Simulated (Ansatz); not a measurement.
# How Cu(110) screens a field, part 2 of 2

Where does the screening charge of Cu(110) sit?

Ansatz 0.2.0; plane-wave DFT, PBE, Ansatz PAW.

So far. Step 7 (Single point, field 0.2 V/Å): The dipole is 0.0946 e·Å. Step 8 (Atoms held, field -0.2 V/Å): The dipole is -0.0946 e·Å.

## Step 9: Single point, field 0.4 V/Å

File input.yaml:

```yaml
crystal:
  lattice:
    - [3.61, 0.0, 0.0]
    - [0.0, 2.5526554801, 0.0]
    - [0.0, 0.0, 24.3816387002]
  atoms:
    - { symbol: Cu, position: [0.5, 0.5, 0.3691302341] }
    - { symbol: Cu, position: [0.0, 0.0, 0.4214781404] }
    - { symbol: Cu, position: [0.5, 0.5, 0.4738260468] }
    - { symbol: Cu, position: [0.0, 0.0, 0.5261739532] }
    - { symbol: Cu, position: [0.5, 0.5, 0.5785218596] }
    - { symbol: Cu, position: [0.0, 0.0, 0.6308697659] }
kpoints:
  mp_grid: { grid: [14, 20, 1] }
hamiltonian:
  xc: pbe
scf:
  occupations: { method: fermi_dirac, width: 0.1 }
  convergence: { dr2_threshold: 1.0e-10 }
efield:
  axis: 3
  dipole_correction: true
  ramp_position: 0.97
  ramp_width: 0.06
  amplitude: 0.4
output:
  forces: true
  write_potential: true
  write_density: true
  volumetric_format: npy
  elf: true
```

Command:

```console
$ ansatz run input.yaml --threads 4 --pin off --max-ram 6144MiB --backend cpu --events-out ev --progress --plain --runs-dir out
```

Numbers of over 12 decimals in the logs are rounded to 6 here.

What it wrote:

```text
[...]
Crystal: 6 atoms, lattice volume = 224.679 Å³
Basis set: ecut = 420 eV, 4417 PW (Γ), exchange–correlation on 50×36×360 points (8 copies of the dense FFT grid, shifted against one another)
Bands: 69, of which v1, the nominal top of the filled ones, is band 57 counted from 1 (56 counted from 0)
Symmetry: 4 space group operations
k-points: 88 of 280
[...]
k-point 0: bands = [... 53 lower, 0.7625, 0.7741, 0.8662, 0.9213, 1.7837, 3.7683, 4.7269, 5.1213, ... 8 higher]
  k-point 1: bands = [... 53 lower, 0.7163, 0.8141, 0.8762, 0.8852, 1.8278, 3.8283, 4.8539, 5.1789, ... 8 higher]
  k-point 2: bands = [... 53 lower, 0.6554, 0.7817, 0.8604, 0.9052, 1.9580, 4.0048, 5.2121, 5.3514, ... 8 higher]
  k-point 87: bands = [... 53 lower, 0.9633, 2.3896, 2.3916, 4.4829, 4.4881, 6.2759, 6.2788, 6.9319, ... 8 higher]
[key lines of the parts left out:]
SCF converged after 19 iterations
Free energy (F): -39749.246906 eV
Fermi energy:    2.280653 eV
Dipole field:    D = 0.152507 V/Å  (p = 0.189360 e·Å, saw-weighted, corrected)
```

Elapsed: 100 s, on 4 threads of AMD EPYC 7R43, shared host; peak memory 1.2 GiB; 6.5 min of CPU time.

Running mean over 1.276 Å of the planar mean, with the applied field; the ramp of the sawtooth is left out. Electron's electrostatic potential energy less the Fermi level against z:

z (Å), electron's electrostatic potential energy less the Fermi level (eV) and a bar from the least value:
```
        3       2.63 #######################
        4       3.03 ########################
        5       3.42 #########################
        6       3.79 #########################
        7       3.91 ##########################
        8       0.95 ####################
        9      -7.48 ###
       10      -8.69 
       11      -8.83 
       12      -8.83 
       13      -8.83 
       14      -8.77 
       15      -8.36 #
       16      -2.63 ############
       17       3.95 ##########################
       18       4.87 ############################
       19       5.31 ############################
       20       5.71 #############################
       21       6.11 ##############################
```

The dipole is 0.189 e·Å.

## Step 10: The response

This step: plane-wave DFT, PBE, Ansatz PAW; screening of a field by a metal slab (Ansatz 0.2.0).

The dipoles give the slope, and the difference of two potentials shows where the field is screened.

Numbers from this step:

- equivalent conductor thickness p/(ε₀AE): 9.281 Å
- distance between the outer atoms: 6.382 Å
- image plane, upper face: 1.453 Å
- induced electrons on the upper face over ε₀E: -0.9990
- image plane, lower face: 1.453 Å
- induced electrons on the lower face over ε₀E: 0.9990

The dipole of the cell by applied field:

| applied field (V/Å) | dipole of the cell (e·Å) |
| --- | --- |
| -0.200 | -0.0946 |
| -0.100 | -0.0473 |
| -0.050 | -0.0236 |
| 0.000 | -2.8e-7 |
| 0.050 | 0.0236 |
| 0.100 | 0.0473 |
| 0.200 | 0.0946 |
| 0.400 | 0.189 |

Local field over the applied field, running mean. From the potentials at -0.05 and 0.05 V/Å; running mean over 1.276 Å. Table of local field over applied field by z:

```
z (Å)  local field over applied field
  4.5                           0.997
  5.0                           0.993
  5.5                           0.982
  6.0                           0.957
  6.5                           0.902
  7.0                           0.788
  7.5                           0.585
  8.0                           0.313
  8.5                          0.0861
  9.0                         -0.0138
  9.5                         -0.0117
 10.0                         0.00821
 10.5                          0.0125
 11.0                         0.00493
 11.5                         -5.6e-4
 12.0                         -3.5e-4
 12.5                         -5.5e-4
 13.0                          9.4e-5
 13.5                         0.00686
 14.0                          0.0133
 14.5                         0.00421
 15.0                         -0.0161
 15.5                        -0.00236
 16.0                           0.130
 16.5                           0.379
 17.0                           0.642
 17.5                           0.822
 18.0                           0.919
 18.5                           0.965
 19.0                           0.986
 19.5                           0.994
 20.0                           0.998
```

Electrons, planar mean, per unit field. Table of induced electron density by z:

| z (Å) | induced electron density (e/Å³ per V/Å) |
| --- | --- |
| 4.5 | 2.3e-5 |
| 5.0 | 5.9e-5 |
| 5.5 | 1.5e-4 |
| 6.0 | 3.4e-4 |
| 6.5 | 7.5e-4 |
| 7.0 | 0.00158 |
| 7.5 | 0.00287 |
| 8.0 | 0.00379 |
| 8.5 | 0.00187 |
| 9.0 | 2.5e-5 |
| 9.5 | -4.5e-4 |
| 10.0 | -1.3e-4 |
| 10.5 | 1.2e-4 |
| 11.0 | 1.5e-4 |
| 11.5 | -3.0e-5 |
| 12.0 | -2.1e-5 |
| 12.5 | 2.7e-5 |
| 13.0 | 3.0e-5 |
| 13.5 | -2.0e-4 |
| 14.0 | -4.1e-5 |
| 14.5 | 2.6e-4 |
| 15.0 | 3.8e-4 |
| 15.5 | -1.3e-4 |
| 16.0 | -0.00266 |
| 16.5 | -0.00370 |
| 17.0 | -0.00255 |
| 17.5 | -0.00134 |
| 18.0 | -6.3e-4 |
| 18.5 | -2.8e-4 |
| 19.0 | -1.2e-4 |
| 19.5 | -4.8e-5 |
| 20.0 | -1.9e-5 |

By hand: between -0.05 and 0.05 V/Å the dipole changes by 0.04726 e·Å, a slope of 0.4726 e·Å²/V. A perfect conductor of thickness t has p = ε₀AEt, so t = 180.95 × 0.4726 / 9.215 = 9.28 Å (e/ε₀ = 180.95 V·Å, A in Å²). Less the 6.38 Å between the outer atoms, and halved, that puts each image plane 1.45 Å out.

The induced dipole is that of a conductor 9.28 Å thick.

## Step 11: Varying the input

This step: plane-wave DFT, PBE, Ansatz PAW (Ansatz 0.2.0).

A run with a changed input: it repeats the earlier run at 0.05 V/Å with scf.lower_state_search to standard, scf.mixing.algorithm to broyden, scf.mixing.beta to 0.7 and basis.ecutwfc to 550 eV.

Changes to input.yaml since step 9:

```diff
@@ -19,2 +19,4 @@
   convergence: { dr2_threshold: 1.0e-10 }
+  lower_state_search: standard
+  mixing: { algorithm: broyden, beta: 0.7 }
 efield:
@@ -24,3 +26,3 @@
   ramp_width: 0.06
-  amplitude: 0.4
+  amplitude: 0.05
 output:
@@ -30,2 +32,3 @@
   volumetric_format: npy
-  elf: true
+basis:
+  ecutwfc: "550 eV"
```

What it wrote:

```text
[...]
Crystal: 6 atoms, lattice volume = 224.679 Å³
Basis set: ecut = 550 eV, 6513 PW (Γ), exchange–correlation on 60×40×384 points (8 copies of the dense FFT grid, shifted against one another)
Bands: 69, of which v1, the nominal top of the filled ones, is band 57 counted from 1 (56 counted from 0)
Symmetry: 4 space group operations
k-points: 88 of 280
[...]
SCF iter   1: F=—  HF=-39753.983550 eV  |F-HF|=—  |Δ(HF+E_count)|=         —  Δρ=1.34e-1  dr2=2.53e1  ethr=3.10e-3  p=0.022 e·Å  D=1.80e-2 V/Å  ΔV_dip=-0.44 eV  dr2_dipole=2.42e-4  V_vac-E_F(+/−)=4.68/4.01 eV  ⟨swp⟩=8.4  Hψ=27127  notcnv=0  defer=85
[...]
SCF iter  19: F=-39749.228255 eV  HF=-39749.228255 eV  |F-HF|=1.09e-10  |Δ(HF+E_count)|=  2.18e-10  Δρ=9.78e-8  dr2=1.52e-11  ethr=1.00e-12  p=0.024 e·Å  D=1.90e-2 V/Å  ΔV_dip=-0.46 eV  dr2_dipole=1.27e-16  V_vac-E_F(+/−)=4.73/4.08 eV  ⟨swp⟩=18.3  Hψ=36922  notcnv=0
SCF 1 converged in 19 iterations: F = -39749.228255 eV  dr2 = 1.52e-11
[...]
SCF converged after 19 iterations
Stability not checked: this state was not tested for a lower state beside it, because the mixer in use, unlike msr1, does not test its closes by its own steps (another_mixer; see scf.mixing.algorithm and scf.lower_state_search)
Free energy (F): -39749.228255 eV
[...]
Internal energy: -39749.150878 eV  (E = F + TS)
E sigma→0 (E₀):  -39749.189567 eV
Entropy (-TS):   -0.077377 eV (-12.896 meV/atom)
Fermi energy:    2.294177 eV
Dipole field:    D = 0.019032 V/Å  (p = 0.023631 e·Å, saw-weighted, corrected)
Work function:   not extracted (applied field tilts the vacuum); planar V_es + V_field profile in the machine report
[...]
--- Forces (eV/Å), atoms counted from 1 ---
  atom   1  Cu     0.00000000     0.00000000     0.31828933
  atom   2  Cu     0.00000000     0.00000000    -0.43280003
  atom   3  Cu     0.00000000     0.00000000    -0.01171299
  atom   4  Cu     0.00000000     0.00000000     0.01305513
  atom   5  Cu     0.00000000     0.00000000     0.43122681
  atom   6  Cu     0.00000000     0.00000000    -0.31805874
  max |Σ_I F_I| component: 4.92e-7 eV/Å
--- Band table (eV; the first three rows and the last of 88) ---
  k-point 0: bands = [... 53 lower, 0.7745, 0.7873, 0.8792, 0.9336, 1.7982, 3.8011, 4.7407, 5.8684, ... 8 higher]
  k-point 1: bands = [... 53 lower, 0.7285, 0.8270, 0.8907, 0.8960, 1.8423, 3.8614, 4.8677, 5.9258, ... 8 higher]
  k-point 2: bands = [... 53 lower, 0.6682, 0.7942, 0.8735, 0.9178, 1.9727, 4.0387, 5.2258, 6.0963, ... 8 higher]
  k-point 87: bands = [... 53 lower, 0.9684, 2.4037, 2.4040, 4.4980, 4.4987, 6.2910, 6.2914, 6.9505, ... 8 higher]
```

Run time: 2 min. Hardware: 4 threads; peak memory 1.7 GiB.

Numbers from this step:

| Property | Result |
| --- | --- |
| energy at zero smearing | -39749.1896 eV |
| dipole along the normal | 0.02363 e·Å |

Force by atom:

| atom | x (eV/Å) | y (eV/Å) | z (eV/Å) | size |
| --- | --- | --- | --- | --- |
| Cu1 | 0.000 | 0.000 | 0.318 | 0.318 |
| Cu2 | 0.000 | 0.000 | -0.433 | 0.433 |
| Cu3 | 0.000 | 0.000 | -0.012 | 0.012 |
| Cu4 | 0.000 | 0.000 | 0.013 | 0.013 |
| Cu5 | 0.000 | 0.000 | 0.431 | 0.431 |
| Cu6 | 0.000 | 0.000 | -0.318 | 0.318 |

| quantity | this run | earlier run | difference |
| --- | --- | --- | --- |
| dipole along the normal (e·Å) | 0.02363 | 0.02363 | -3.0e-9 |

The dipole moves by under 0.5 % or 5e-5 e·Å. The run took 19 SCF cycles against 18.

## Step 12: Varying the input: scf.mixing.preconditioner = "none"

Another changed input: it repeats the earlier run at 0.05 V/Å with scf.mixing.preconditioner to none.

Changes to input.yaml since step 11:

```diff
@@ -19,4 +19,3 @@
   convergence: { dr2_threshold: 1.0e-10 }
-  lower_state_search: standard
-  mixing: { algorithm: broyden, beta: 0.7 }
+  mixing: { preconditioner: none }
 efield:
@@ -32,3 +31 @@
   volumetric_format: npy
-basis:
-  ecutwfc: "550 eV"
```

What it wrote:

```text
[...]
Crystal: 6 atoms, lattice volume = 224.679 Å³
Basis set: ecut = 420 eV, 4417 PW (Γ), exchange–correlation on 50×36×360 points (8 copies of the dense FFT grid, shifted against one another)
Bands: 69, of which v1, the nominal top of the filled ones, is band 57 counted from 1 (56 counted from 0)
Symmetry: 4 space group operations
k-points: 88 of 280
[...]
SCF iter   1: F=—  HF=-39753.965523 eV  |F-HF|=—  |Δ(HF+E_count)|=         —  Δρ=1.34e-1  dr2=2.53e1  ethr=3.10e-3  p=0.022 e·Å  D=1.80e-2 V/Å  ΔV_dip=-0.44 eV  dr2_dipole=2.31e-4  V_vac-E_F(+/−)=4.68/4.01 eV  ⟨swp⟩=8.4  Hψ=27053  notcnv=0  defer=90
[...]
SCF iter  24: F=-39749.209657 eV  HF=-39749.209657 eV  |F-HF|=8.73e-11  |Δ(HF+E_count)|=  8.00e-11  Δρ=6.62e-8  dr2=3.43e-11  ethr=1.00e-12  p=0.024 e·Å  D=1.90e-2 V/Å  ΔV_dip=-0.46 eV  dr2_dipole=7.59e-12  V_vac-E_F(+/−)=4.73/4.08 eV  ⟨swp⟩=5.8  Hψ=29589  notcnv=0
SCF 1 converged in 24 iterations: F = -39749.209657 eV  dr2 = 3.43e-11
[...]
SCF converged after 24 iterations
[...]
Free energy (F): -39749.209657 eV
[...]
Internal energy: -39749.132270 eV  (E = F + TS)
E sigma→0 (E₀):  -39749.170964 eV
Entropy (-TS):   -0.077388 eV (-12.898 meV/atom)
Fermi energy:    2.294913 eV
Dipole field:    D = 0.019028 V/Å  (p = 0.023626 e·Å, saw-weighted, corrected)
Work function:   not extracted (applied field tilts the vacuum); planar V_es + V_field profile in the machine report
[...]
--- Forces (eV/Å), atoms counted from 1 ---
  atom   1  Cu     0.00000000     0.00000000     0.31539501
  atom   2  Cu     0.00000000     0.00000000    -0.43407446
  atom   3  Cu     0.00000000     0.00000000    -0.01161564
  atom   4  Cu     0.00000000     0.00000000     0.01295657
  atom   5  Cu     0.00000000     0.00000000     0.43250314
  atom   6  Cu     0.00000000     0.00000000    -0.31516235
  max |Σ_I F_I| component: 2.26e-6 eV/Å
--- Band table (eV; the first three rows and the last of 88) ---
  k-point 0: bands = [... 53 lower, 0.7758, 0.7884, 0.8805, 0.9350, 1.7990, 3.8020, 4.7409, 5.8693, ... 8 higher]
  k-point 1: bands = [... 53 lower, 0.7297, 0.8283, 0.8920, 0.8973, 1.8431, 3.8622, 4.8679, 5.9268, ... 8 higher]
  k-point 2: bands = [... 53 lower, 0.6695, 0.7956, 0.8747, 0.9192, 1.9735, 4.0395, 5.2261, 6.0973, ... 8 higher]
  k-point 87: bands = [... 53 lower, 0.9697, 2.4043, 2.4045, 4.4988, 4.4995, 6.2914, 6.2918, 6.9513, ... 8 higher]
```

Elapsed: 94 s, on 4 threads; peak memory 1.2 GiB.

Numbers from this step:

- energy at zero smearing: -39749.1710 eV

Force by atom:

```csv
atom,x (eV/Å),y (eV/Å),z (eV/Å),size
Cu1,0.000,0.000,0.315,0.315
Cu2,0.000,0.000,-0.434,0.434
Cu3,0.000,0.000,-0.012,0.012
Cu4,0.000,0.000,0.013,0.013
Cu5,0.000,0.000,0.433,0.433
Cu6,0.000,0.000,-0.315,0.315
```

```
                     quantity  this run  earlier run  difference
dipole along the normal (e·Å)   0.02363      0.02363     -4.9e-6
```

The dipole moves by under 0.5 % or 5e-5 e·Å. The run took 24 SCF cycles against 18.

## Step 13: Summary of results

| Quantity | Value |
| --- | --- |
| work function | 4.42 eV |
| image plane, upper face | 1.45 Å |
| induced electrons on the upper face over ε₀E | -0.999 |
| equivalent conductor thickness p/(ε₀AE) | 9.28 Å |

In words: The induced charge has its centre 1.45 Å outside the outermost atoms; this is the plane from which a capacitor's gap or an image potential counts. The equivalent conductor thickness exceeds the distance between the outer atoms by 2.90 Å, about the sum of the two image-plane distances. The atoms are held at bulk positions with the tabulated experimental lattice constant.

[Logs are printed without paths, hosts, clocks, repeated set-up lines and the standing remarks that a program may print on its own settings, such as how far it seeks lower states.]

[Hosts, paths, dates, database ids (printed as entryN), source tags and the programs' standing remarks are cut or masked in the printed files.]

[Maps of the electrostatic potential energy from Ansatz leave out the sawtooth potential of an applied field or a dipole correction, so their vacuum need not be flat; planar profiles and work functions include it.]
